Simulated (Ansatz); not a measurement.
# Cutoff, mesh or smearing: what limits a work function? Li(111), Pd(111), Ba(100), Ta(110), Ir(100) and Pt(111)

One slab of each metal is run with one setting changed at a time. Which setting moves the work function most, and which can be cut?

**Method.** Ansatz 0.2.0, plane waves with PAW datasets (its set soft_2), PBE; unrelaxed symmetric slabs of 7 layers (11 for bcc (111)), 18 Å of vacuum. The reference has 420 eV, the mesh listed and Fermi-Dirac smearing of 0.1 eV; the other columns give the change in eV.

What came out:

| face | mesh | reference (eV) | 300 eV | 600 eV | mesh × 1/3 | mesh × 2/3 | mesh × 3/2 | Gaussian 0.05 | cold 0.1 | Methfessel-Paxton 0.2 | Fermi-Dirac 0.3 |
| --- | --- | --- | --- | --- | --- | --- | --- | --- | --- | --- | --- |
| Li(111) | 10×10 | 2.887 | 0.000 | 0.000 | +0.125 | +0.006 | 0.000 | −0.062 | −0.069 | −0.053 | +0.170 |
| Pd(111) | 17×17 | 5.220 | +0.011 | 0.000 | +0.005 | −0.010 | +0.003 | +0.023 | +0.011 | +0.024 | −0.099 |
| Ba(100) | 8×8 | 2.364 | 0.000 | 0.000 | −0.054 | +0.015 | −0.002 | +0.005 | −0.002 | −0.039 | +0.237 |
| Ta(110) | 15×15 | 4.789 | 0.000 | 0.000 | −0.006 | +0.010 | 0.000 | +0.018 | +0.010 | +0.019 | −0.090 |
| Ir(100) | 15×15 | 5.547 | +0.010 | 0.000 | −0.151 | +0.023 | +0.001 | +0.037 | +0.023 | +0.014 | −0.051 |
| Pt(111) | 17×17 | 5.663 | +0.007 | 0.000 | −0.064 | −0.025 | −0.002 | +0.009 | +0.008 | +0.013 | −0.074 |

**Reading.** The largest change of a row comes from the hot smearing on 5 faces, from the coarsest mesh on 1 and from another setting on 0. Runs at 200 eV and on a still coarser mesh, made as deliberately poor settings, are not listed. 600 eV moves no value by more than 0.001 eV, and 300 eV none by more than 0.011 eV. A mesh with a third of the points along each axis is off by up to 0.15 eV (Ir(100)) and two thirds by up to 0.025 eV; three halves still move Pd(111) by 0.003 eV. The three narrow or corrected schemes, nearer to zero temperature, lie −0.06 to +0.02 eV from the reference on average: on Li(111) they agree with each other, so the reference's own smearing of 0.1 eV is an error there, larger than that of cutoff or of the two finer meshes. Fermi-Dirac smearing of 0.3 eV, an electron temperature near 3,500 K, moves Ba(100) by 0.24 eV.

What the numbers leave out: Where those three schemes disagree, their widths or the mesh may be the cause; they were not run on a finer mesh. One setting changes at a time, and errors need not add; the faces are unrelaxed and unreconstructed. The table is a selection: not every member that was run is listed.
